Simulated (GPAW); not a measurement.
**free-standing triangular Ti monolayer, spacing 3.069 A: anisotropy with GPAW**

Wanted: anisotropy for free-standing triangular Ti monolayer, spacing 3.069 A, with the cost of each step.

Program: GPAW 26.7.0. Level of theory: LDA; plane waves with GPAW's PAW setups, scalar-relativistic. Values are calculated unless marked as measured.

### 1. The structure

The cell holds 1 atom: 1 Ti. Its edges and angles: a = 3.069 Å, b = 3.069 Å, c = 14.000 Å, α = 90.0°, β = 90.0°, γ = 120.0°. model lattice. Vacuum lies along c.

### 2. Ground-state run

All later steps read the density of this run.

order1.py

```python
import json
import numpy as np
from ase import Atoms
from ase.parallel import paropen, parprint
from gpaw import GPAW

atoms = Atoms(['Ti'],
    cell=[[3.069, 0.0, 0.0],
         [-1.5345, 2.657832, 0.0],
         [0.0, 0.0, 14.0]],
    scaled_positions=[[0.0, 0.0, 0.5]],
    pbc=True,
    magmoms=[1.0])
atoms.calc = GPAW(mode={'name': 'pw', 'ecut': 550},
    xc='LDA',
    kpts={'size': (10, 10, 1), 'gamma': True},
    occupations={'name': 'fermi-dirac', 'width': 0.1},
    convergence={'density': 1e-05, 'energy': 1e-05},
    maxiter=200,
    symmetry={'tolerance': 1e-4},
    txt='order1.txt')
e = atoms.get_potential_energy(force_consistent=True)
res = {'free_energy': e, 'energy_sigma0': atoms.get_potential_energy(), 'fermi_energy': atoms.calc.get_fermi_level()}
res['moments'] = atoms.get_magnetic_moments().tolist()
res['total'] = atoms.get_magnetic_moment()
parprint('site moments (muB):', np.round(res['moments'], 3))
parprint(f"total moment: {res['total']:.3f} muB")
parprint(f'free energy: {e:.6f} eV')
atoms.calc.write('order1.gpw')
with paropen('results.json', 'w') as f:
    json.dump(res, f)
```

On the command line:

```
$ OMP_NUM_THREADS=1 mpirun -n 2 gpaw python order1.py > order1.log
```

The program printed:

```text
site moments (muB): [1.166]
total moment: 2.148 muB
free energy: -4.871971 eV

--- order1.txt ---
Input parameters:
  mode=PW(ecut=550),
  convergence={'density': 1e-05, 'energy': 1e-05},
  kpts=MonkhorstPack(size=(10, 10, 1), gamma=True),
  maxiter=200,
  occupations=Occupations(name='fermi-dirac', width=0.1),
  symmetry=Symmetry(tolerance=0.0001),
  xc=XC(name='LDA')

Diagonalizing LCAO Hamiltonian
Converting LCAO to pw mode

       Ti

Atoms  # Å, Bohr magnetons
|   | symbol |        x |        y |        z |    initial magnetic moments |
|---|--------|----------|----------|----------|-----------------------------|
| 0 |     Ti | 0.000000 | 0.000000 | 7.000000 | ( 0.0000,  0.0000,  1.0000) |

Unit cell  # Å
| periodic |         x |        y |         z |   lengths |     angles |
|----------|-----------|----------|-----------|-----------|------------|
|      yes |  3.069000 | 0.000000 |  0.000000 |  3.069000 |  90.000000 |
|      yes | -1.534500 | 2.657832 |  0.000000 |  3.069000 |  90.000000 |
|      yes |  0.000000 | 0.000000 | 14.000000 | 14.000000 | 120.000000 |

Number of symmetries: 24

BZ-sampling:
  Number of BZ points: 100
  Number of IBZ points: 14

  Monkhorst-Pack size: [10, 10, 1]
  Monkhorst-Pack shift: [0.05, 0.05, 0.0]

Plane wave coefficients: 3366
Cutoff: 550.0 eV

Spin-components: 2 (collinear spins)
Bands:           12
Projectors:      6
Spin-degeneracy: 1
Datatype:        complex128

Parallelization:
  kpt:    2
  domain: 1
  band:   1

Density:
  Valence electrons: 12.0
  Components: 2
  Grid points: [18 18 80]
  Charge: 0.0  # |e|

Potential:
  Grid points: [18 18 80]

[... setups left out ...]
Reference energy: -23173.949059  # eV

eigensolver:
  PPCG
  Converge bands: occupied
  niter=2

density mixing:
  MSR1-Mixer
  Pratt-step length: 0.05
  Maximum mixing coefficient: 0.75
  Old densities: 10
  SVD Regularization: 0.005
  Good broyden scale: 1.0
  Trust region scale: 1.0
  Backstep threshold: 4.0
  History deletion threshold: 6.0
  Fourier metric: weight=20.0, sigma=0.015

occupation numbers:
  Fermi-Dirac:
    width: 0.1000  # eV

poisson solver:
  ecut: 4400.0  # eV

xc functional:
  name: None

convergence criteria:
- Maximum integral of absolute [dens]ity change: 1e-05 electrons / valence electron
- Maximum [total energy] change in last 3 cyles: 1e-05 eV / valence electron
- Maximum integral of absolute [eigenst]ate change: 4e-08 eV^2 / valence electron
maximum number of iterations: 200

SCF iterations
|iter     |      energy | eigst |  dens |  magmom |
|---------|-------------|-------|-------|---------|
|iter:   1|       0s |   -5.087806 | -0.15 |       |  +1.0039|
|iter:   2|       0s |   -5.011671 | -2.24 | -0.92 |  +1.0142|
|iter:   3|       1s |   -4.770123 | -1.26 | -0.96 |  +1.2334|
|iter:   4|       2s |   -4.789176 | -2.04 | -1.42 |  +1.3851|
|iter:   5|       3s |   -4.790807 | -2.55 | -1.51 |  +1.4487|
|iter:   6|       3s |   -4.812788 | -3.28 | -1.60 |  +1.6970|
|iter:   7|       4s |   -4.830610 | -3.19 | -1.73 |  +2.0132|
|iter:   8|       5s |   -4.833175 | -3.94 | -1.99 |  +2.0596|
|iter:   9|       6s |   -4.834649 | -4.35 | -2.38 |  +2.2025|
|iter:  10|       7s |   -4.834373 | -4.81 | -2.43 |  +2.1257|
|iter:  11|       7s |   -4.834446 | -5.98 | -2.94 |  +2.1378|
|iter:  12|       8s |   -4.834517 | -6.54 | -3.25 |  +2.1463|
|iter:  13|       9s |   -4.834523c| -7.34 | -4.17 |  +2.1475|
|iter:  14|       9s |   -4.834523c| -7.75c| -5.04c|  +2.1475|

Converged in 14 steps
Energy contributions relative to reference atoms: (reference = -23173.949059)

Energy contributions:
  Kinetic:          -1.073021
  Coulomb:           1.238111
  Zero:             -0.090140
  External:          0.000000
  Xc:               -4.872026
  Entropy:          -0.074896
  Spinorbit:         0.000000
  ----------------------------
  Free energy:      -4.871971
  Extrapolated:     -4.834523

dipole moment: (-4.881445, -8.454911, 0.000000)  # |e|*Ang

Total magnetic moment: (0.000000, 0.000000, 2.147513)

Local magnetic moments
|        x |        y |        z |
|----------|----------|----------|
| 0.000000 | 0.000000 | 1.166317 |  # Ti   0

Fermi level: -2.108
Eigenvalues  # (at kpt = [0.000, 0.000, 0.000])
| band index |      eig [eV] | occ [0-1] |      eig [eV] | occ [0-1] |
|------------|---------------|-----------|---------------|-----------|
|          0 |       -59.339 |     1.000 |       -58.099 |     1.000 |
|          1 |       -36.160 |     1.000 |       -34.872 |     1.000 |
|          2 |       -35.602 |     1.000 |       -34.382 |     1.000 |
|          3 |       -35.602 |     1.000 |       -34.382 |     1.000 |
|          4 |        -6.482 |     1.000 |        -5.411 |     1.000 |
|          5 |        -2.859 |     0.999 |        -1.715 |     0.019 |
|          6 |        -2.276 |     0.843 |        -1.343 |     0.000 |
|          7 |        -1.858 |     0.076 |        -0.683 |     0.000 |
|          8 |        -1.858 |     0.076 |        -0.683 |     0.000 |
|          9 |        -0.907 |     0.000 |         0.415 |     0.000 |
|         10 |        -0.907 |     0.000 |         0.415 |     0.000 |
|         11 |         1.492 |     0.000 |         1.728 |     0.000 |

No gap
No difference between direct/indirect transitions
```

Wall time 13 s (2 MPI ranks of Arm Neoverse V2, shared host); peak memory 0.42 GiB; 25 s of CPU time.

Numbers from this step:

| Item | Value |
| --- | --- |
| magnetization | 2.147 μB |
| final state | ferromagnetic |
| largest moment | 1.166 μB |

After 14 cycles the largest moment stands at 1.17 μB.

### 3. Non-self-consistent run

The steps that follow sum over empty states, which the ground-state run does not converge; 14 states a spin are converged here at the frozen density and written with their wave functions.

It starts from the saved density of the lowest of the states tried.

nscf.py

```python
from gpaw import GPAW

calc = GPAW('order1.gpw').fixed_density(
    kpts={'size': (10, 10, 1), 'gamma': True},
    nbands=18,
    convergence={'bands': 14, 'eigenstates': 1e-9},
    eigensolver='ppcg',
    parallel={'domain': 1},
    txt='nscf.txt')
calc.write('nscf.gpw', mode='all')
```

On the command line:

```
$ OMP_NUM_THREADS=1 mpirun -n 2 gpaw python nscf.py > nscf.log
```

The program printed:

```text
Input parameters:
  mode=PW(ecut=550),
  convergence={'bands': 14, 'eigenstates': 1e-09},
  eigensolver=PPCG(niter=2, min_niter=1, max_buffer_mem=209715200, blocksize=None, rr_modulo=5, include_cg=True, promote_inner_dtype=False, tolerances=None),
  gpts=array([18, 18, 80]),
  kpts=MonkhorstPack(size=(10, 10, 1), gamma=True),
  maxiter=200,
  nbands=18,
  occupations=Occupations(name='fermi-dirac', width=0.1),
  parallel={'domain': 1},
  symmetry=Symmetry(tolerance=0.0001),
  xc=XC(name='LDA')
```

Run time: 12 s. Hardware: 2 MPI ranks; peak memory 0.45 GiB; 24 s of CPU time.

### 4. Easy axis by the force theorem

Spin–orbit coupling is added in the basis of the saved states for each direction of the moments. The change in the band energy is the anisotropy energy, with no new self-consistent run.

anisotropy.py

```python
import json
import numpy as np
from ase.parallel import paropen, parprint
from gpaw import GPAW
from gpaw.spinorbit import soc_eigenstates

calc = GPAW('nscf.gpw')
angles = [[0.0, 0.0], [90.0, 0.0], [90.0, 90.0], [45.0, 0.0]]  # theta, phi in degrees
res = {'rows': []}
for scale in [1.0]:
    e0 = None
    for theta, phi in angles:
        soc = soc_eigenstates(calc, n2=14, scale=scale, theta=theta, phi=phi)
        e = soc.calculate_band_energy()
        e0 = e if e0 is None else e0
        orbital = soc.get_orbital_magnetic_moments()
        res['rows'].append([scale, theta, phi, 1000 * (e - e0), orbital.tolist()])
        parprint(f'scale {scale} theta {theta:6.1f} phi {phi:6.1f}  dE = {1000 * (e - e0):9.4f} meV  |L| =', np.round(np.linalg.norm(orbital, axis=1), 4))
with paropen('results.json', 'w') as f:
    json.dump(res, f)
```

On the command line:

```
$ OMP_NUM_THREADS=1 mpirun -n 2 gpaw python anisotropy.py > anisotropy.log
```

The program printed:

```text
scale 1.0 theta    0.0 phi    0.0  dE =    0.0000 meV  |L| = [0.0396]
scale 1.0 theta   90.0 phi    0.0  dE =    0.0667 meV  |L| = [0.0344]
scale 1.0 theta   90.0 phi   90.0  dE =    0.0667 meV  |L| = [0.0344]
scale 1.0 theta   45.0 phi    0.0  dE =    0.0334 meV  |L| = [0.0371]
```

Elapsed: 2.1 s, on 2 MPI ranks; peak memory 0.36 GiB.

Directions, in the order of the table: the normal; the first cell vector; the in-plane normal to it; 0.50 of the way from the normal to the first cell vector.

Theta from the Cartesian z axis, phi from x; spin up lies along the direction. Anisotropy, by row:

```
spin-orbit scale  theta (degrees)  phi (degrees)  energy less the first direction's (meV a cell)  orbital moment of atom 1 along the direction (μB)  sum of orbital moments along the direction (μB a cell)
               1                0              0                                               0                                           -0.03955                                                -0.03955
               1               90              0                                         0.06675                                           -0.03443                                                -0.03443
               1               90             90                                         0.06675                                           -0.03443                                                -0.03443
               1               45              0                                         0.03337                                           -0.03699                                                -0.03699
```

### 5. What came out

```json
{
  "state": "ferromagnetic",
  "largest site moment": "1.17 μB",
  "spread of the directions' energies": "0.0667 meV a cell",
  "easiest direction tried": "the normal"
}
```

What this shows: About the ferromagnetic state the directions differ by 0.0667 meV a cell, with the normal easiest. The anisotropy comes from the force theorem at a frozen potential; it needs a check on a finer mesh, and shape anisotropy is not in it.

[Long decimals in the printed logs are rounded to 6 places.]

[Logs and program files are shortened in this print: banners, set-up blocks, solver, clock and traceback lines can be left out without a mark of their own.]

[Logs are printed without paths, hosts, clocks, repeated set-up lines and the standing remarks that a program may print on its own settings, such as how far it seeks lower states.]

[Hosts, paths, dates, database ids (printed as entryN), source tags and the programs' standing remarks are cut or masked in the printed files.]

[Where the starting crystal was built by hand or by swapping elements, it need not be the compound's stable phase.]

[Where a cell is said to come from a database of computed structures, the database is the Materials Project.]

[Runs that the program refused, that were killed for memory or that had too few empty states are not shown or counted.]

[Lattice constants of own cells that a recipe calls measured were typed without a cited source.]
